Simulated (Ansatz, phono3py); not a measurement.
# Phonon transport in SrCl2 (Fm-3m), part 2 of 3

Aim: the lattice thermal conductivity of SrCl2 against temperature, and which phonons carry it.

Measurements to reproduce:
- thermal conductivity 2.3 W/m/K near room temperature (given in “Predicting the lattice thermal conductivity of solids by solving the Boltzmann transport equation: AFLOW - AAPL an automated, accurate and efficient framework”, 2017, arXiv:1611.05481)

Ansatz 0.2.0; DFT LDA, scalar-relativistic, plane waves, PAW.

So far. Step 2 (A first coarse run): The start is under -2.8 GPa at this level and looks like an insulator or semiconductor on this mesh. Step 4 (Relaxing to small residual forces and stress): The residual pressure is -0.0037 GPa, small enough for phonons. The relaxed cell has a = 6.800 Å (conventional setting).

## 6. Third-order constants on small settings, q-mesh of the transport sums 9×9×9, supercell 2×2×2

A small supercell and a short cutoff cost little, and show how far such settings carry.

The input, input.yaml:

```yaml
crystal:
  lattice:
    - [0.0, 3.4001734454, 3.4001734454]
    - [3.4001734454, 0.0, 3.4001734454]
    - [3.4001734454, 3.4001734454, 0.0]
  atoms:
    - { symbol: Sr, position: [0.0, 0.0, 0.0] }
    - { symbol: Cl, position: [0.25, 0.25, 0.25] }
    - { symbol: Cl, position: [0.75, 0.75, 0.75] }
kpoints:
  mp_grid: { grid: [4, 4, 4] }
hamiltonian:
  xc: lda
scf:
  occupations: { method: fixed }
output:
  eigenvalues: true
phonons:
  method: fd
  dielectric: true
  supercell: [2, 2, 2]
  temperatures: { t_max: 1000, t_step: 50 }
  qpath:
    path:
      - [[0.0, 0.0, 0.0], [0.5, 0.0, 0.5], [0.625, 0.25, 0.625]]
      - [[0.375, 0.375, 0.75], [0.0, 0.0, 0.0], [0.5, 0.5, 0.5], [0.5, 0.25, 0.75], [0.5, 0.0, 0.5]]
    npoints: 10
  third_order: { supercell: [2, 2, 2], pair_cutoff: 3.095 }
  lattice_thermal_conductivity:
    qmesh: [9, 9, 9]
    temperatures: [100.0, 150.0, 200.0, 300.0, 400.0, 500.0, 600.0, 800.0]
    isotope_mass_variance:
      - { species: Cl, variance: 0.0005827 }
      - { species: Sr, variance: 6.1e-05 }
```

Started as:

```console
ansatz run input.yaml --threads 4 --pin off --max-ram 16384MiB --backend cpu --events-out ev --progress --plain --runs-dir out
```

Numbers of over 12 decimals in the logs are rounded to 6 here.

The program printed:

```text
Warning: phonons: the dynamical matrix that this run interpolates holds no multipole term above the dipole-dipole one, and a site of this crystal is no centre of inversion, so its interpolated transverse optical and acoustic branches and sound speeds can stay off near Gamma, and the density of states and the thermodynamics with them. What a run solves at a wave vector of phonons.qpoints, Gamma apart, where the deck admits one, is free of this, and under fd what a larger phonons.supercell samples
Warning: phonons.dielectric: true without phonons.rigid_motions: the static dielectric tensor ε⁰ will be withheld (ε∞, Z* and the rows of modes are given); for a crystal or a slab, whose only rigid motions are the translations, set phonons.rigid_motions: translations
Warning: phonons.third_order: as it is cut ahead of every solve, the batch solves 33 displaced supercells where 21 would do. It runs under 96 of the 384 operations that the crystal's space group holds on the batch's supercell: the batch's rule counts something of the run as laid on the whole of a grid (at basis.xc_grid: 1 a core's charge, or its kinetic-energy density under a functional that reads it; or a nonlocal correlation kernel at every level), which only an operation that permutes or reverses the grid's axes can carry. The force constants lose no accuracy. For the smaller batch, where no nonlocal correlation is read, try basis.xc_grid above 1; [rest of the remark cut]
[...]
Crystal: 24 atoms, lattice volume = 628.960 Å³
Basis set: ecut = 420 eV, 12339 PW (Γ)
Bands: 120, of which v1, the nominal top of the filled ones, is band 96 counted from 1 (95 counted from 0)
Symmetry: 384 space group operations
k-points: 3 of 8
[...]
SCF iter   1: F=—  HF=-44320.755393 eV  |F-HF|=—  |Δ(HF+E_count)|=         —  Δρ=1.39e-7  dr2=3.88e-11  ethr=1.00e-12  ⟨swp⟩=3.0  Hψ=890  notcnv=0
[...]
SCF iter   2: F=-44320.755393 eV  HF=-44320.755393 eV  |F-HF|=1.46e-11  |Δ(HF+E_count)|=  1.46e-11  Δρ=7.40e-8  dr2=1.25e-11  ethr=1.00e-12  ⟨swp⟩=3.0  Hψ=945  notcnv=0
SCF 1 converged in 2 iterations: F = -44320.755393 eV  dr2 = 1.25e-11
[...]
Crystal: 3 atoms, lattice volume = 78.620 Å³
Basis set: ecut = 420 eV, 1471 PW (Γ), exchange–correlation on 72×72×72 points (8 copies of the dense FFT grid, shifted against one another)
Bands: 16, of which v1, the nominal top of the filled ones, is band 12 counted from 1 (11 counted from 0)
Symmetry: 48 space group operations
k-points: 13 of 64 (irreducible under 8 space group operations, time reversal used)
[...]
SCF iter   3: F=-5540.094425 eV  HF=-5540.094425 eV  |F-HF|=9.09e-13  |Δ(HF+E_count)|=  1.82e-12  Δρ=9.81e-8  dr2=2.16e-12  ethr=1.00e-12  ⟨swp⟩=1.0  Hψ=468  notcnv=0
SCF 2 converged in 3 iterations: F = -5540.094425 eV  dr2 = 2.16e-12
[...]
NSCF: frozen V_eff on 1 k-points
DFPT response loops at Γ: preconditioner auto → none (the input reference at scf.mixing.eps_inf says where Resta's filter doesn't serve); β = 0.50; Broyden in place of MSR1
Symmetry: 8 space group operations
k-points: 4 of 8
[...]
SCF iter   7: F=-44320.755379 eV  HF=-44320.755379 eV  |F-HF|=7.28e-12  |Δ(HF+E_count)|=  1.46e-11  Δρ=1.88e-8  dr2=3.58e-12  ethr=1.00e-12  ⟨swp⟩=6.0  Hψ=2184  notcnv=0
SCF 3 converged in 7 iterations: F = -44320.755379 eV  dr2 = 3.58e-12
Symmetry: 2 space group operations
k-points: 6 of 8
[...]
SCF iter   6: F=-44320.755382 eV  HF=-44320.755382 eV  |F-HF|=1.46e-11  |Δ(HF+E_count)|=  2.18e-11  Δρ=1.99e-8  dr2=3.00e-12  ethr=1.00e-12  ⟨swp⟩=6.0  Hψ=3421  notcnv=0
SCF 4 converged in 6 iterations: F = -44320.755382 eV  dr2 = 3.00e-12
[...]
Symmetry: 96 space group operations
[...]
SCF iter   3: F=-44320.755393 eV  HF=-44320.755393 eV  |F-HF|=1.46e-11  |Δ(HF+E_count)|=  2.91e-11  Δρ=8.22e-8  dr2=2.78e-11  ethr=1.00e-12  ⟨swp⟩=2.0  Hψ=1100  notcnv=0
SCF 5 converged in 3 iterations: F = -44320.755393 eV  dr2 = 2.78e-11
Symmetry: 6 space group operations
[...]
SCF iter   7: F=-44320.753374 eV  HF=-44320.753374 eV  |F-HF|=1.38e-10  |Δ(HF+E_count)|=   1.07e-9  Δρ=2.01e-7  dr2=3.92e-10  ethr=1.00e-12  ⟨swp⟩=5.0  Hψ=1807  notcnv=0
SCF 6 converged in 7 iterations: F = -44320.753374 eV  dr2 = 3.92e-10
[...]
SCF iter   8: F=-44320.749018 eV  HF=-44320.749018 eV  |F-HF|=1.46e-11  |Δ(HF+E_count)|=  7.93e-10  Δρ=8.76e-8  dr2=6.00e-11  ethr=1.00e-12  ⟨swp⟩=4.0  Hψ=2409  notcnv=0
SCF 7 converged in 8 iterations: F = -44320.749018 eV  dr2 = 6.00e-11
[...]
SCF iter   7: F=-44320.753687 eV  HF=-44320.753687 eV  |F-HF|=1.16e-10  |Δ(HF+E_count)|=  8.88e-10  Δρ=1.85e-7  dr2=3.33e-10  ethr=1.00e-12  ⟨swp⟩=5.0  Hψ=2677  notcnv=0
SCF 8 converged in 7 iterations: F = -44320.753687 eV  dr2 = 3.33e-10
[...]
SCF iter   7: F=-44320.752375 eV  HF=-44320.752375 eV  |F-HF|=1.89e-10  |Δ(HF+E_count)|=   1.01e-9  Δρ=2.17e-7  dr2=4.49e-10  ethr=1.00e-12  ⟨swp⟩=5.0  Hψ=2752  notcnv=0
SCF 9 converged in 7 iterations: F = -44320.752375 eV  dr2 = 4.49e-10
[...]
SCF 10 converged in 7 iterations: F = -44320.751141 eV  dr2 = 4.44e-10
Symmetry: 1 space group operations
k-points: 8
[...]
SCF 11 converged in 7 iterations: F = -44320.752057 eV  dr2 = 4.31e-10
[...]
SCF 12 converged in 7 iterations: F = -44320.751773 eV  dr2 = 4.15e-10
[...]
SCF 13 converged in 7 iterations: F = -44320.751845 eV  dr2 = 4.80e-10
[...]
SCF 14 converged in 7 iterations: F = -44320.751550 eV  dr2 = 4.66e-10
[...]
SCF 15 converged in 7 iterations: F = -44320.751735 eV  dr2 = 4.25e-10
[...]
SCF 16 converged in 7 iterations: F = -44320.752044 eV  dr2 = 4.34e-10
[...]
SCF 17 converged in 7 iterations: F = -44320.751526 eV  dr2 = 4.69e-10
[...]
SCF 18 converged in 7 iterations: F = -44320.751820 eV  dr2 = 4.81e-10
[...]
SCF 19 converged in 7 iterations: F = -44320.752318 eV  dr2 = 4.58e-10
[...]
SCF 20 converged in 7 iterations: F = -44320.751334 eV  dr2 = 4.43e-10
[...]
SCF iter   7: F=-44320.751108 eV  HF=-44320.751108 eV  |F-HF|=1.60e-10  |Δ(HF+E_count)|=   1.23e-9  Δρ=2.02e-7  dr2=4.30e-10  ethr=1.00e-12  ⟨swp⟩=5.0  Hψ=2711  notcnv=0
SCF 31 converged in 7 iterations: F = -44320.751108 eV  dr2 = 4.30e-10
[...]
SCF iter   7: F=-44320.752339 eV  HF=-44320.752339 eV  |F-HF|=2.04e-10  |Δ(HF+E_count)|=  8.51e-10  Δρ=2.09e-7  dr2=4.54e-10  ethr=1.00e-12  ⟨swp⟩=5.0  Hψ=2716  notcnv=0
SCF 32 converged in 7 iterations: F = -44320.752339 eV  dr2 = 4.54e-10
[...]
SCF iter   6: F=-44320.754086 eV  HF=-44320.754086 eV  |F-HF|=4.37e-11  |Δ(HF+E_count)|=  6.26e-10  Δρ=1.55e-7  dr2=2.39e-10  ethr=1.00e-12  ⟨swp⟩=5.0  Hψ=2635  notcnv=0
SCF 33 converged in 6 iterations: F = -44320.754086 eV  dr2 = 2.39e-10
[...]
SCF iter   7: F=-44320.750296 eV  HF=-44320.750296 eV  |F-HF|=7.28e-12  |Δ(HF+E_count)|=  3.20e-10  Δρ=9.38e-8  dr2=8.10e-11  ethr=1.00e-12  ⟨swp⟩=4.0  Hψ=2419  notcnv=0
SCF 34 converged in 7 iterations: F = -44320.750296 eV  dr2 = 8.10e-11
[...]
SCF iter   7: F=-44320.751513 eV  HF=-44320.751513 eV  |F-HF|=1.75e-10  |Δ(HF+E_count)|=   1.15e-9  Δρ=2.12e-7  dr2=4.66e-10  ethr=1.00e-12  ⟨swp⟩=5.0  Hψ=3671  notcnv=0
SCF 35 converged in 7 iterations: F = -44320.751513 eV  dr2 = 4.66e-10
[...]
SCF iter   7: F=-44320.752017 eV  HF=-44320.752017 eV  |F-HF|=1.75e-10  |Δ(HF+E_count)|=  9.90e-10  Δρ=2.04e-7  dr2=4.40e-10  ethr=1.00e-12  ⟨swp⟩=5.0  Hψ=3672  notcnv=0
SCF 36 converged in 7 iterations: F = -44320.752017 eV  dr2 = 4.40e-10
[...]
SCF iter   7: F=-44320.751798 eV  HF=-44320.751798 eV  |F-HF|=2.04e-10  |Δ(HF+E_count)|=   1.09e-9  Δρ=2.24e-7  dr2=4.91e-10  ethr=1.00e-12  ⟨swp⟩=5.0  Hψ=2756  notcnv=0
SCF 37 converged in 7 iterations: F = -44320.751798 eV  dr2 = 4.91e-10
[...]
SCF iter   7: F=-44320.751738 eV  HF=-44320.751738 eV  |F-HF|=1.89e-10  |Δ(HF+E_count)|=  8.88e-10  Δρ=2.03e-7  dr2=4.26e-10  ethr=1.00e-12  ⟨swp⟩=5.0  Hψ=2750  notcnv=0
SCF 38 converged in 7 iterations: F = -44320.751738 eV  dr2 = 4.26e-10
SCF converged after 2 iterations
Free energy (F): -44320.755393 eV
[...]
Internal energy: -44320.755393 eV  (E = F + TS)
E sigma→0 (E₀):  -44320.755393 eV
Fermi energy:    3.621836 eV
[...]
--- Band table (eV) ---
  k-point 0: bands = [... 92 lower, 3.2458, 3.6218, 3.6218, 3.6218, 8.7227, 8.7227, 8.7227, 8.7953, ... 20 higher]
  k-point 1: bands = [... 92 lower, 3.0744, 3.0744, 3.0744, 3.0744, 9.3917, 9.3917, 9.3917, 9.3917, ... 20 higher]
  k-point 2: bands = [... 92 lower, 3.3148, 3.3148, 3.5014, 3.5014, 9.3936, 9.3936, 9.5453, 9.5453, ... 20 higher]
--- Phonons: 2 displaced members + reference (amplitude 0.0025 Å, Σ member SCF iterations 13) ---
  symmetry images taken by strict's conditions (phonons.symmetry_images: auto; settled by a core's charge or kinetic-energy density on sites where symmetry forbids the force that would show it, while other sites can bear one)
  ASR residual: 4.645e-4 → 0.000e0 eV/Å²; symmetrization residual: 6.325e-5 eV/Å²
  largest component of a force at the reference: 1.3e-18 eV/Å
  ASR residual per site (eV/Å²): 4.64e-4 2.30e-4 2.30e-4
  Γ frequencies (cm⁻¹): 0.00 0.00 0.00 155.20 155.20 155.20 191.40 191.40 191.40
  Unit cell's response to a homogeneous field, on a k mesh of 4×4×4: 1 representative field direction (Σ response iterations 7)
  ε∞ (high-frequency dielectric tensor):
        3.112246    -0.000000    -0.000000
        0.000000     3.112246    -0.000000
        0.000000     0.000000     3.112246
  ε⁰ (static dielectric tensor): not given — the deck does not say what the cell's rigid motions are, and on a molecule in a box or a wire the rigid rotations would enter the sum over the modes at Γ. For a crystal or a slab, whose only rigid motions are the translations, set phonons.rigid_motions: translations.
  Born effective charges Z* (e; rows j = field, columns β = displacement):
    site 0:
         2.48741    0.00000   -0.00000
         0.00000    2.48741   -0.00000
         0.00000    0.00000    2.48741
    site 1:
        -1.24370   -0.00000    0.00000
         0.00000   -1.24370    0.00000
         0.00000   -0.00000   -1.24370
    site 2:
        -1.24370   -0.00000    0.00000
         0.00000   -1.24370    0.00000
         0.00000   -0.00000   -1.24370
  Z* charge neutrality: 2.993e-6 e pre-enforcement
  k-mesh period / interband length: 19.2 Å / 1.23 Å = 15.58 at k = (0.0000, 0.0000, 0.0000), direct gap 5.549 eV — 14 or more, which is no proof of convergence
  optical modes at Γ without the LO–TO term, one row a degenerate level:
      ω (cm⁻¹)  modes    IR ((D/Å)²/amu)
        155.20      3            10.9273
        191.40      3             0.0000
  optical modes at Γ + LO–TO along q̂ = [1.0000, 0.0000, 0.0000]:
      ω (cm⁻¹)  modes    IR ((D/Å)²/amu)
        155.20      2             7.2848
        191.40      3             0.0000
        236.30      1             3.6424
  optical modes at Γ + LO–TO along q̂ = [0.0000, 1.0000, 0.0000]:
      ω (cm⁻¹)  modes    IR ((D/Å)²/amu)
        155.20      2             7.2848
        191.40      3             0.0000
        236.30      1             3.6424
  optical modes at Γ + LO–TO along q̂ = [0.0000, 0.0000, 1.0000]:
      ω (cm⁻¹)  modes    IR ((D/Å)²/amu)
        155.20      2             7.2848
        191.40      3             0.0000
        236.30      1             3.6424
  density of states and harmonic sums: on the 16×16×16 q-mesh, interpolated from the force constants of a 2×2×2 supercell (with the dipole–dipole term)
  largest difference from the sums on the solved wave vectors: F 7.74e-2 eV, S 1.10e-4 and C_V 3.22e-5 eV/K
  zero-point energy: 0.080174 eV/cell   skipped modes (ω ≤ 0): 3   left out of the sums: 8.14e-5 of the cell's modes: C_V's classical limit lies that fraction below 3 k_B per atom; for a crystal, a wire or a layer, F and S can be off by more, and a phonons.interpolated_qmesh denser along its periods is the remedy for the sampling
--- Third-order force constants: 33 member SCFs in a 2×2×2 supercell (pair cutoff 3.095 Å, amplitude 0.03 Å, SCF threshold 1.00e-9 eV, Σ member SCF iterations 227) ---
[...]
51 force-constant blocks with the first atom in the home cell, fitted with 9 parameters over 4 symmetry orbits; no atom triplet left out
  sum-rule residual: 6.408e-1 → 7.592e-15 eV/Å³; symmetrization residual: 3.950e-3 eV/Å³; largest sum-rule correction relative to its orbit: 8.895e-2, on the orbit of the block of home site 1 with site 1 of cell (0, 0, 0) and site 1 of cell (0, 0, 0), whose norm before the correction was 1.856e1 eV/Å³
--- Lattice thermal conductivity: 9×9×9 mesh (35 irreducible points), tetrahedron method ---
  three-phonon and isotope scattering only; four-phonon, boundary and, in a metal, phonon-electron scattering are left out
  each conductivity is what the modes' populations carry and what the coherences between them add
  conductivity (a third of the tensor's trace), W/(m K), in the relaxation-time approximation and from the full solution:
       T (K)   relaxation time   full solution  iterations             ending  least Ritz value
      100.00           13.6203         13.6963           7          converged          7.496e-1
      150.00            8.8774          8.9377           7          converged          7.379e-1
      200.00            6.6903          6.7384           7          converged          7.332e-1
      300.00            4.5437          4.5778           7          converged          7.293e-1
      400.00            3.4730          3.4994           7          converged          7.276e-1
      500.00            2.8293          2.8508           7          converged          7.266e-1
      600.00            2.3990          2.4173           7          converged          7.261e-1
      800.00            1.8590          1.8729           7          converged          7.254e-1
```

Elapsed: 3.5 min, on 4 threads of Arm Neoverse V1, shared host; peak memory 1.9 GiB; 14 min of CPU time.

Numbers from this step:

```
lowest frequency on the path               : 0 cm⁻¹
zero-point energy                          : 0.08017 eV/cell
point group                                : m-3m
highest frequency                          : 236.3 cm⁻¹
Debye temperature from the second moment   : 282 K
κ at 300 K (relaxation time)               : 4.544 W/m/K
κ at 300 K (full solution)                 : 4.578 W/m/K
dipole term                                : run
mean free path at half of κ                : 7.58 nm
share of κ above the three lowest branches : 0.304
third-order blocks                         : 51
periodic aliases dropped                   : 0
largest relative sum-rule correction       : 0.08895
displaced cells, third order               : 33
```

W/m/K. Kappa, by row:

```tsv
T (K)	RTA xx	RTA yy	RTA zz	full xx	full yy	full zz	coherence part xx	coherence part yy	coherence part zz	ending	iterations	least Ritz value
100	13.62	13.62	13.62	13.7	13.7	13.7	0.1422	0.1422	0.1422	converged	7	0.75
150	8.877	8.877	8.877	8.938	8.938	8.938	0.175	0.175	0.175	converged	7	0.738
200	6.69	6.69	6.69	6.738	6.738	6.738	0.1874	0.1874	0.1874	converged	7	0.733
300	4.544	4.544	4.544	4.578	4.578	4.578	0.1984	0.1984	0.1984	converged	7	0.729
400	3.473	3.473	3.473	3.499	3.499	3.499	0.2048	0.2048	0.2048	converged	7	0.728
500	2.829	2.829	2.829	2.851	2.851	2.851	0.2092	0.2092	0.2092	converged	7	0.727
600	2.399	2.399	2.399	2.417	2.417	2.417	0.2123	0.2123	0.2123	converged	7	0.726
800	1.859	1.859	1.859	1.873	1.873	1.873	0.2155	0.2155	0.2155	converged	7	0.725
```

This rung gives 4.54 W/(m K) at 300 K by relaxation time, but with 24 atoms, 1 neighbour distance inside the cutoff and a 9×9×9 mesh it is a test, not the conductivity of the crystal.

(Part 2 of 3 ends here.)

[Logs are printed without paths, hosts, clocks, repeated set-up lines and the standing remarks that a program may print on its own settings, such as how far it seeks lower states.]

[Hosts, paths, dates, database ids (printed as entryN), source tags and the programs' standing remarks are cut or masked in the printed files.]

[A step with changed settings may run another functional than the one named; its input shows which.]
